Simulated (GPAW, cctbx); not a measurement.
## Na2CuBiI6: the scripts behind a bonding study

Short scripts, each with its output. The start was made by putting kin elements into a known structure type; the compound need not exist, or be stable, in this form.

**1. Relax the structure**

```text
cell
1.0
     0.000000000    5.958500000    5.958500000
     5.958500000    0.000000000    5.958500000
     5.958500000    5.958500000    0.000000000
Bi I Cu Na
1 6 1 2
Direct
0.000000000 0.000000000 0.000000000
0.742900000 0.742900000 0.257100000
0.742900000 0.257100000 0.742900000
0.257100000 0.742900000 0.257100000
0.257100000 0.742900000 0.742900000
0.257100000 0.257100000 0.742900000
0.742900000 0.257100000 0.257100000
0.500000000 0.500000000 0.500000000
0.250000000 0.250000000 0.250000000
0.750000000 0.750000000 0.750000000
```

```python
from ase.constraints import FixSymmetry
from ase.filters import FrechetCellFilter
from ase.io import read, write
from ase.optimize import BFGS
from ase.parallel import parprint
from gpaw import GPAW, PW, FermiDirac

atoms = read("start.vasp")
atoms.set_constraint(FixSymmetry(atoms))
atoms.calc = GPAW(mode=PW(570), xc="PBE", kpts={"size": (2, 2, 2), "gamma": True},
                 occupations=FermiDirac(0.05), maxiter=120, symmetry={"tolerance": 1e-5}, txt="relax.txt")
BFGS(FrechetCellFilter(atoms), maxstep=0.15).run(fmax=0.03, steps=40)
parprint("cell  %.4f %.4f %.4f  %.2f %.2f %.2f" % tuple(atoms.cell.cellpar()))
parprint("volume %.3f A^3, largest force %.3f eV/A, largest stress %.2f GPa" % (atoms.get_volume(), abs(atoms.get_forces()).max(), 160.218 * abs(atoms.get_stress()).max()))
atoms.set_constraint()
write("relaxed.vasp", atoms, direct=True)
```

```console
$ OMP_NUM_THREADS=1 mpirun -n 4 gpaw python run.py > gpaw.log
```

```text
      Step        Energy          fmax
BFGS:    0      -24.891566        0.197149
BFGS:    1      -24.894714        0.176181
BFGS:    2      -24.906630        0.025651
cell  8.4273 8.4273 8.4273  60.00 60.00 60.00
volume 423.204 A^3, largest force 0.006 eV/A, largest stress 0.10 GPa
```

Time: 54 s on 4 cores of Intel(R) Xeon(R) CPU @ 2.60GHz (Ice Lake) (shared host), peak memory 1.2 GiB.

**2. Build the all-electron density and subtract free atoms**

```text
cell
1.0
     0.000000000    5.958998495    5.958998495
     5.958998495    0.000000000    5.958998495
     5.958998495    5.958998495    0.000000000
Bi I Cu Na
1 6 1 2
Direct
0.000000000 0.000000000 0.000000000
0.740682510 0.740682510 0.259317490
0.740682510 0.259317490 0.740682510
0.259317490 0.740682510 0.259317490
0.259317490 0.740682510 0.740682510
0.259317490 0.259317490 0.740682510
0.740682510 0.259317490 0.259317490
0.500000000 0.500000000 0.500000000
0.250000000 0.250000000 0.250000000
0.750000000 0.750000000 0.750000000
```

```python
import numpy as np
from ase.io import read
from ase.units import Bohr
from gpaw import GPAW, PW, FermiDirac
from gpaw.calculator import GPAW as OldGPAW
from gpaw.mpi import serial_comm, world
from scipy.special import erfc
from scipy.spatial import cKDTree

atoms = read("cell.vasp")
atoms.calc = GPAW(mode=PW(450), xc="PBE", kpts={"size": (3, 3, 3), "gamma": True},
                 occupations=FermiDirac(0.05), maxiter=120, symmetry={"tolerance": 1e-5}, txt="scf.txt")
atoms.get_potential_energy()
rho = atoms.calc.get_all_electron_density(gridrefinement=2)
moments = atoms.get_magnetic_moments() if atoms.calc.get_number_of_spins() == 2 else np.zeros(len(atoms))
total = atoms.get_magnetic_moment() if moments.any() else 0.0
if world.rank == 0:
    free = OldGPAW(mode=PW(450), xc="PBE", txt=None, communicator=serial_comm)
    neutral = atoms.copy()
    neutral.set_initial_magnetic_moments(None)
    free.initialize(neutral)
    free.set_positions(neutral)
    drho = rho - free.get_all_electron_density(gridrefinement=2)
    # GPAW starts from confined atoms: exchange their smooth part for that of the datasets' free atoms
    h = np.stack(np.meshgrid(*[np.fft.fftfreq(n, 1 / n) for n in drho.shape], indexing="ij"), -1)
    gabs = np.linalg.norm(h @ atoms.cell.reciprocal(), axis=-1)
    tails = np.fft.fftn(free.get_pseudo_density(gridrefinement=2))
    g, form, v0 = np.linspace(0, gabs.max(), 1500), {}, 0
    for e in set(atoms.symbols):
        idx = atoms.symbols.search(e)
        d = free.setups[idx[0]].data
        r, w = d.rgd.r_g * Bohr, d.rgd.r_g**2 * d.rgd.dr_g
        j0 = np.sinc(2 * g[:, None] * r)
        smooth = sum(f * p**2 for f, p in zip(d.f_j, d.phit_jg)) + np.sqrt(4 * np.pi) * d.nct_g
        full = sum(f * p**2 for f, p in zip(d.f_j, d.phi_jg)) + np.sqrt(4 * np.pi) * d.nc_g
        phase = sum(np.exp(-2j * np.pi * h @ s) for s in atoms.get_scaled_positions()[idx])
        tails -= np.interp(gabs, g, j0 @ (smooth * w)) * phase * drho.size / atoms.get_volume()
        form[e] = j0 @ (full * w)
        v0 += 2 * np.pi / 3 * 14.3996 * (full * w * r**2).sum() * len(idx)  # V A^3
    tails *= 0.5 * erfc((gabs - 1.8) / 0.25)  # the tails differ at long wavelengths alone
    drho += np.fft.ifftn(tails).real  # crystal minus superposed spherical free atoms
    np.save("drho.npy", drho)
    dv = atoms.get_volume() / drho.size
    print("grid", drho.shape, " electrons %.3f" % (rho.sum() * dv), " moved by bonding %.3f e" % (abs(drho).sum() * dv / 2))
    pts = np.indices(drho.shape).reshape(3, -1).T / drho.shape @ atoms.cell
    shifts = (np.indices((3, 3, 3)).reshape(3, -1).T - 1) @ atoms.cell
    images = (atoms.positions[None] + shifts[:, None]).reshape(-1, 3)
    dist, idx = cKDTree(images).query(pts, k=4)
    out = drho.ravel()[dist[:, 0] > 0.5]
    print("deformation density beyond 0.5 A of the nuclei: max %.3f, min %.3f e/A^3" % (out.max(), out.min()))
    tie = dist < dist[:, :1] + 1e-4
    q = -np.bincount((idx % len(atoms))[tie], (drho.ravel()[:, None] / tie.sum(1, keepdims=True) * tie)[tie], len(atoms)) * dv
    print("atom        x       y       z   Voronoi charge  moment")
    for a, s, c, m in zip(atoms, atoms.get_scaled_positions(), q, moments):
        print("%-2s%-3d %7.4f %7.4f %7.4f %10.3f %10.2f" % (a.symbol, a.index + 1, *s, c, m))
    np.savez("free.npz", g=g, **form)
    print("mean inner potential of superposed free atoms %.3f V" % (v0 / atoms.get_volume()))
    print("total magnetic moment %.3f muB" % total)
```

```console
$ OMP_NUM_THREADS=1 mpirun -n 4 gpaw python run.py > gpaw.log
```

```text
grid (84, 84, 84)  electrons 452.000  moved by bonding 1.699 e
deformation density beyond 0.5 A of the nuclei: max 0.035, min -0.096 e/A^3
atom        x       y       z   Voronoi charge  moment
Bi1    0.0000  0.0000  0.0000      0.381       0.00
I 2    0.7407  0.7407  0.2593     -0.230       0.00
I 3    0.7407  0.2593  0.7407     -0.230       0.00
I 4    0.2593  0.7407  0.2593     -0.230       0.00
I 5    0.2593  0.7407  0.7407     -0.230       0.00
I 6    0.2593  0.2593  0.7407     -0.230       0.00
I 7    0.7407  0.2593  0.2593     -0.230       0.00
Cu8    0.5000  0.5000  0.5000      0.110       0.00
Na9    0.2500  0.2500  0.2500      0.445       0.00
Na10   0.7500  0.7500  0.7500      0.445       0.00
mean inner potential of superposed free atoms 10.600 V
total magnetic moment 0.000 muB
```

Time: 26 s.

**3. Fourier-transform the difference**

```python
from cctbx import adptbx, crystal, miller, xray
from cctbx.eltbx import tiny_pse
import numpy as np

cs = crystal.symmetry(unit_cell=(11.918, 11.918, 11.918, 90, 90, 90), space_group_symbol='Hall: -F 4 2 3')  # Fm-3m
atoms = [  # label, site, U (iso, or U11 U22 U33 U12 U13 U23 in A^2), occupancy
    ("Bi1", (0, 0, 0), 0.0000, 1),
    ("I1", (0, 0, 0.74068), 0.0000, 1),
    ("Cu1", (0.5, 0, 0), 0.0000, 1),
    ("Na1", (0.25, 0.75, 0.75), 0.0000, 1),
]
xs = xray.structure(crystal_symmetry=cs)
for label, site, u, occ in atoms:
    u = adptbx.u_cif_as_u_star(cs.unit_cell(), u) if isinstance(u, tuple) else u
    xs.add_scatterer(xray.scatterer(label, site=site, u=u, occupancy=occ))
xs.scattering_type_registry(table="wk1995")
drho = np.load("drho.npy")
T = np.array([[-1, 1, 1], [1, -1, 1], [1, 1, -1]])  # conventional axes in terms of the primitive ones
dF = np.fft.ifftn(drho) * 1692.81623  # electrons a conventional cell, indexed by primitive hkl
ms = miller.build_set(cs, anomalous_flag=False, d_min=0.9).sort("resolution")
iam = ms.structure_factors_from_scatterers(xs, algorithm="direct").f_calc()
p1 = xs.expand_to_p1()
z = np.array([tiny_pse.table(sc.scattering_type).atomic_number() for sc in p1.scatterers()])
x = np.array(p1.sites_frac())
free = np.load("free.npz")
print("static structure factors of the conventional cell: F in electrons, V (Mott-Bethe) in volts")
print("   h  k  l      d  |F| table  |F| free   |F| DFT   change   |V| free  |V| DFT  change %")
for h, d, table in list(zip(ms.indices(), ms.d_spacings().data(), iam.data()))[:16]:
    df = dF[tuple(np.rint(np.linalg.solve(T, h)).astype(int))]
    phase = np.exp(2j * np.pi * x @ h)
    f = sum(np.interp(1 / d, free["g"], free[sc.scattering_type]) * p for sc, p in zip(p1.scatterers(), phase))
    fz = (z * phase).sum()
    c = 14.3996 * d * d / (np.pi * cs.unit_cell().volume())
    v0, v1 = abs(fz - f) * c, abs(fz - f - df) * c
    print("%4d%3d%3d %7.4f %9.3f %9.3f %9.3f %8.3f %9.3f %8.3f %8s" % (h + (d, abs(table), abs(f), abs(f + df), abs(f + df) - abs(f), v0, v1, "%.1f" % (100 * (v1 / v0 - 1)) if v0 > 0.02 else "-")))
```

```console
$ python run.py
```

```text
static structure factors of the conventional cell: F in electrons, V (Mott-Bethe) in volts
   h  k  l      d  |F| table  |F| free   |F| DFT   change   |V| free  |V| DFT  change %
   1  1  1  6.8809   138.592   138.479   138.031   -0.448     0.394    0.452     14.6
   0  2  0  5.9590   752.667   752.408   753.828    1.420     3.317    3.180     -4.1
   0  2  2  4.2136   111.605   111.080   107.694   -3.385     0.324    0.486     50.3
   1  3  1  3.5934   219.536   219.686   219.653   -0.033     0.727    0.728      0.2
   2  2  2  3.4404   768.717   769.788   771.377    1.589     4.279    4.228     -1.2
   0  4  0  2.9795  1518.264  1518.186  1518.111   -0.075     6.688    6.690      0.0
   1  3  3  2.7342   290.982   291.444   291.526    0.082     0.971    0.969     -0.2
   0  4  2  2.6649   650.876   650.655   650.467   -0.188     2.397    2.401      0.2
   2  4  2  2.4328    97.999    96.768    97.461    0.694     0.152    0.141     -7.3
   3  3  3  2.2936   356.329   356.997   357.091    0.094     1.158    1.157     -0.1
   1  5  1  2.2936    49.722    50.172    50.898    0.727     0.088    0.098     11.8
   0  4  4  2.1068  1363.728  1363.301  1362.300   -1.001     5.066    5.078      0.2
   1  5  3  2.0145   123.958   124.523   124.915    0.392     0.202    0.198     -2.1
   2  4  4  1.9863   588.887   588.669   587.907   -0.763     1.870    1.879      0.4
   0  6  0  1.9863   623.051   622.854   621.760   -1.095     1.998    2.010      0.6
   0  6  2  1.8844   116.873   115.720   116.043    0.323     0.241    0.238     -1.3
```

Time: 0.36 s on 1 core of Intel(R) Xeon(R) CPU @ 2.60GHz (Ice Lake) (shared host), peak memory 0.09 GiB.

[Outputs are excerpts: Python notices, other lines and further rows are left out; steps that failed or that the build refused (PBEsol, TPSS) are not shown.]

[Logs are printed without paths, hosts, clocks, repeated set-up lines and the standing remarks that a program may print on its own settings, such as how far it seeks lower states.]
